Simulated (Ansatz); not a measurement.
# BeAl2Ge2, from a guessed structure to a relaxed one, part 2 of 2

Starting from a made-up structure for BeAl2Ge2, the aim is the relaxed cell, its shortest contacts and, where a second run follows, its electronic structure.

Ansatz 0.2.0; DFT, PBE, plane-wave PAW, files of the set soft_1, scalar-relativistic, no spin, cell and ions relaxed at zero pressure; PAW set soft_1 (the session's first sound run).

So far: Starting point; Relaxation of the guess. The relaxed cell has a = 3.983, c = 6.378 Å (conventional setting).

### Step 3. Electronic structure of the relaxed cell

A second self-consistent run takes a narrower smearing and the mesh shown in its input; the bands follow along the standard path of the relaxed lattice.

This step: DFT, PBE, plane-wave PAW, files of the set soft_1, scalar-relativistic, no spin, bands and density of states at the relaxed cell; PAW set soft_1 (Ansatz 0.2.0).

Input file input.yaml:

```yaml
crystal:
  lattice:
    - [3.9829038569, 0.0, 0.0]
    - [-1.9914519284, 3.4492959209, 0.0]
    - [0.0, 0.0, 6.3783648654]
  atoms:
    - { symbol: Ge, position: [0.3333333333, 0.6666666667, 0.1930602272] }
    - { symbol: Ge, position: [0.6666666667, 0.3333333333, 0.8069397728] }
    - { symbol: Al, position: [0.3333333333, 0.6666666667, 0.6239936848] }
    - { symbol: Al, position: [0.6666666667, 0.3333333333, 0.3760063152] }
    - { symbol: Be, position: [0.0, 0.0, 0.0] }
kpoints:
  mp_grid: { grid: [10, 10, 6] }
  band_path:
    path:
      - [[0.0, 0.0, 0.0], [0.5, 0.0, 0.0], [0.33333333, 0.33333333, 0.0], [0.0, 0.0, 0.0], [0.0, 0.0, 0.5], [0.5, 0.0, 0.5], [0.33333333, 0.33333333, 0.5], [0.0, 0.0, 0.5]]
      - [[0.5, 0.0, 0.5], [0.5, 0.0, 0.0]]
      - [[0.33333333, 0.33333333, 0.0], [0.33333333, 0.33333333, 0.5]]
    npoints: 8
scf:
  occupations: { method: fermi_dirac, width: 0.03 }
  n_extra_bands: 9
hamiltonian:
  xc: pbe
  pseudopotentials: { kind: paw, azcp: { folder: soft_1 } }
output:
  forces: true
  stress: true
  write_bands: true
  dos: { projected: true }
  write_density: true
  write_potential: true
  elf: true
  volumetric_format: npy
```

The run is started by

```bash
> ansatz run input.yaml --threads 4 --pin off --max-ram 8192MiB --backend cpu --events-out ev --progress --plain --runs-dir out
```

Numbers of over 12 decimals in the logs are rounded to 6 here.

Log:

```text
[...]
Crystal: 5 atoms, lattice volume = 87.627 Å³
Basis set: ecut = 420 eV, 1725 PW (Γ), exchange–correlation on 54×54×90 points (8 copies of the dense FFT grid, shifted against one another)
Bands: 27, of which v1, the nominal top of the filled ones, is band 18 counted from 1 (17 counted from 0)
Symmetry: 12 space group operations
[...]
k-points: 72 of 600
[...]
SCF iter   1: F=—  HF=-9756.484366 eV  |F-HF|=—  |Δ(HF+E_count)|=         —  Δρ=2.76e-2  dr2=8.00e-1  ethr=3.10e-3  ⟨swp⟩=6.2  Hψ=9589  notcnv=0
[...]
SCF iter   9: F=-9756.354279 eV  HF=-9756.354279 eV  |F-HF|=3.53e-9  |Δ(HF+E_count)|=   1.74e-8  Δρ=4.25e-6  dr2=1.41e-8  ethr=2.78e-10  ⟨swp⟩=12.3  Hψ=12691  notcnv=0
SCF 1 converged in 9 iterations: F = -9756.354279 eV  dr2 = 1.41e-8
[...]
NSCF: frozen V_eff on 75 k-points
SCF converged after 9 iterations
Free energy (F): -9756.354279 eV
[...]
Internal energy: -9756.350495 eV  (E = F + TS)
E sigma→0 (E₀):  -9756.352387 eV
Entropy (-TS):   -0.003784 eV (-0.757 meV/atom)
Fermi energy:    8.164319 eV
[...]
--- Forces (eV/Å), atoms counted from 1 ---
  atom   1  Ge     0.00000000     0.00000000     0.05640478
  atom   2  Ge    -0.00000000    -0.00000000    -0.05640478
  atom   3  Al     0.00000000    -0.00000000    -0.01171189
  atom   4  Al    -0.00000000     0.00000000     0.01171189
  atom   5  Be     0.00000000    -0.00000000     0.00000000
  max |Σ_I F_I| component: 1.04e-17 eV/Å
--- Stress (GPa, compression-positive) ---
       -0.116535       0.000000      -0.000000
        0.000000      -0.116535       0.000000
       -0.000000       0.000000      -0.425224
  P = ⅓ Tr σ = -0.2194 GPa (-2.194 kbar)
--- Band table (eV; the first three rows and the last of 72) ---
  k-point 0: bands = [... 14 lower, 7.4080, 8.3379, 8.3379, 8.9707, 9.3865, 10.3029, 10.7926, 10.7926, ... 5 higher]
  k-point 1: bands = [... 14 lower, 7.4717, 7.8693, 8.3423, 8.3423, 9.2859, 10.3877, 10.3877, 11.1409, ... 5 higher]
  k-point 2: bands = [... 14 lower, 7.6322, 7.6322, 8.3241, 8.3241, 9.5607, 9.8694, 9.8694, 10.6455, ... 5 higher]
  k-point 71: bands = [... 14 lower, 3.2528, 3.8804, 7.2898, 7.3415, 8.9661, 8.9764, 9.7691, 11.1532, ... 5 higher]
```

Wall time 3.3 s (4 threads of Arm Neoverse V2, shared host); peak memory 0.46 GiB.

Numbers from this step:

| Quantity | Value |
| --- | --- |
| free energy | -9756.3543 eV |
| energy at zero smearing | -9756.3524 eV |
| smearing term TS | 0.003784 eV |
| Fermi energy | 8.164 eV |
| pressure | -0.2194 GPa |

From bands.tsv, the bands that come nearest the Fermi level along the path, at its corners, in eV from the Fermi level:

```tsv
point	band 15	band 16	band 17	band 18	band 19	band 20	band 21	band 22
Γ	-0.76	0.17	0.17	0.81	1.22	2.14	2.63	2.63
M	-4.68	-3.43	-2.94	-0.34	-0.09	1.44	1.73	2.53
K	-4.79	-3.84	-3.84	-2.99	-1.09	4.68	4.68	5.12
Γ	-0.76	0.17	0.17	0.81	1.22	2.14	2.63	2.63
A	-0.42	-0.42	0.12	0.12	1.50	1.50	1.84	1.89
L	-2.33	-1.85	-1.76	-1.63	0.07	0.11	0.88	1.69
H	-5.07	-4.42	-0.71	-0.71	0.72	0.72	1.42	2.91
A	-0.42	-0.42	0.12	0.12	1.50	1.50	1.84	1.89
L	-2.33	-1.85	-1.76	-1.63	0.07	0.11	0.88	1.69
M	-4.68	-3.43	-2.94	-0.34	-0.09	1.44	1.73	2.53
K	-4.79	-3.84	-3.84	-2.99	-1.09	4.68	4.68	5.12
H	-5.07	-4.42	-0.71	-0.71	0.72	0.72	1.42	2.91
```

States per cell as run, both spins, in windows of 1 eV, from dos.tsv (zero at the Fermi level):

| from | to | total |
| --- | --- | --- |
| -8 | -7 | 0.00 |
| -7 | -6 | 0.95 |
| -6 | -5 | 1.81 |
| -5 | -4 | 1.60 |
| -4 | -3 | 1.86 |
| -3 | -2 | 2.13 |
| -2 | -1 | 2.16 |
| -1 | 0 | 1.49 |
| 0 | 1 | 1.75 |
| 1 | 2 | 2.18 |
| 2 | 3 | 2.62 |
| 3 | 4 | 2.46 |

A further 24.0 states lie below the table's range.

Force by atom:

```csv
atom,x (eV/Å),y (eV/Å),z (eV/Å),size
Ge1,0.0000,0.0000,0.0564,0.0564
Ge2,0.0000,0.0000,-0.0564,0.0564
Al3,0.0000,0.0000,-0.0117,0.0117
Al4,0.0000,0.0000,0.0117,0.0117
Be5,0.0000,0.0000,0.0000,0.0000
```

Electrostatic potential energy in the ac plane at fractional y = 0.333, with atoms of Ge and Al within 0.2 Å of it. With pseudopotentials it is smooth inside the atoms' cores, unlike the true potential.

Values in eV, 22 rows by 14 columns, each cell a mean:
```
  9   9   8   8   9   9   8   5   1  -2  -1   3   7   9
  9   9   9   9   9   8   5  -4 -10 -12 -12  -7   2   7
  9  10  10  10   9   7   0 -12 -13 -12 -12 -13  -6   4
  8  10  10  10   9   5  -4 -13 -11 -10 -10 -13  -9   2
  8   9   9   9   9   5  -4 -13 -12 -10 -11 -13  -9   2
  8   8   8   8   8   6   0 -12 -13 -12 -13 -13  -4   4
  7   7   6   6   7   7   5  -3  -9 -12 -11  -5   3   7
  7   6   5   5   7   8   8   6   3   1   2   5   7   8
  7   6   5   5   7   8   8   8   7   6   6   7   8   8
  8   7   6   7   7   8   8   6   4   3   4   6   7   8
  8   8   8   8   8   8   6   1  -4  -6  -5  -1   5   7
  8   9   9   9   9   7   2  -7  -7  -3  -5  -8  -2   5
  8  10  10  10   9   5  -2  -8   2   8   6  -5  -6   3
  8   9  10  10   9   5  -4  -6   6  10  10  -2  -7   2
  8   9   9   9   8   5  -2  -8   0   6   4  -6  -5   3
  8   8   7   8   8   7   3  -6  -8  -7  -7  -7   0   6
  8   7   6   6   7   8   6   2  -2  -4  -3   1   5   7
  8   6   5   6   7   8   8   7   6   5   5   7   8   9
  8   7   6   6   7   9  10  10   9   9   9  10  10   9
  8   7   6   7   8   9  10  10  10  10  10  10  10  10
  9   8   7   7   8  10  10  10  10  10  10  10  10  10
  9   8   7   8   9  10  10   9   8   8   8   9  10  10
```
Columns run along a (4.0 Å; values clipped at the 3rd and 97th percentile), rows up along c (6.4 Å). Atoms in or near the plane, at fractional coordinates: Ge at (0.67, 0.81), Al at (0.67, 0.38).

Valence density in the ac plane at fractional y = 0.333, with atoms of Ge and Al within 0.2 Å of it. It is the smooth field of the valence electrons, not physical close to the nuclei.

Ten steps, logarithmic in the rise over the least value, from '_' (0 e/Å³) to '@' (33 e/Å³), each cell a mean:
```
______________..........____
____________....::--::::..__
__________....--++##**==....
__________....==%%@@@@**::..
__________....==##@@%%++::..
__________....::++****--....
____________....::::::......
______________............__
________________......______
____________________________
____________________________
____________________________
____________________________
____________________________
____________________________
____________________________
____....____________________
__......____________________
__......____________________
____..______________________
____________________________
____________________________
```
Columns run along a (4.0 Å), rows up along c (6.4 Å). Atoms in or near the plane, at fractional coordinates: Ge at (0.67, 0.81), Al at (0.67, 0.38).

ELF in the ac plane at fractional y = 0.333, with atoms of Ge and Al within 0.2 Å of it. It is the smooth field of the valence electrons, not physical close to the nuclei.

Ten even steps from '_' (0.08) to '@' (0.67), each cell a mean:
```
++======++++****************
**==--==++######**++++**####
##==----**%%##++--::::++##%%
##++--==**%%##==::++----**%%
##++====##%%##==..==::--**%%
%%**++++##%%##++--::::==**%%
%%**++**##%%%%**++====++##%%
##**++++##%%%%##********##%%
##**++++####%%##############
##++==++**##%%%%%%@@%%%%%%##
**++==++**##%%%%%%####%%%%%%
**++====**%%%%**::....==%%%%
##++====**%%%%--______..**%%
##++==++**%%%%::__**::..**@@
%%**++**##@@@@++______::%%@@
%%##****##@@@@##--..::**@@@@
%%######%%%%%%##++--==##%%%%
%%%%%%%%%%##**++==----==**##
%%%%@@@@%%**==::..__....--++
##@@@@@@%%++--..________::==
**%%@@%%**==::..........::--
++**##**++==----========----
```
Columns run along a (4.0 Å), rows up along c (6.4 Å). Atoms in or near the plane, at fractional coordinates: Ge at (0.67, 0.81), Al at (0.67, 0.38).

### Step 4. What came out

```yaml
space_group_relaxed: P-3m1
conventional_cell: a = 3.983, b = 3.983, c = 6.378 Å; α = 90.0°, β = 90.0°, γ = 120.0°
volume_per_atom: 17.53 Å³ (guess 16.88)
```

In words: BeAl2Ge2 relaxes to P-3m1 with a = 3.983, b = 3.983 and c = 6.378 Å. The guessed volume was 4 % too small. The space group P-3m1 was held in the relaxation, so the end point is a stationary structure within it and may be a saddle against distortions or other arrangements. Bands cross the Fermi level, so it is a metal or semimetal at this level. On the 10×10×6 mesh with the narrower smearing (relaxed on 8×8×4) the largest force component is 0.056 eV/Å and the largest stress component is 0.425 GPa, against the relaxation's thresholds of 0.015 eV/Å and 0.05 GPa. The cutoff wasn't tested. No dispersion term is used, so weakly bound directions may come out too long. Nothing here tests whether the compound is stable against decomposition.

[Logs are printed without paths, hosts, clocks, repeated set-up lines and the standing remarks that a program may print on its own settings, such as how far it seeks lower states.]

[Hosts, paths, dates, database ids (printed as entryN), source tags and the programs' standing remarks are cut or masked in the printed files.]
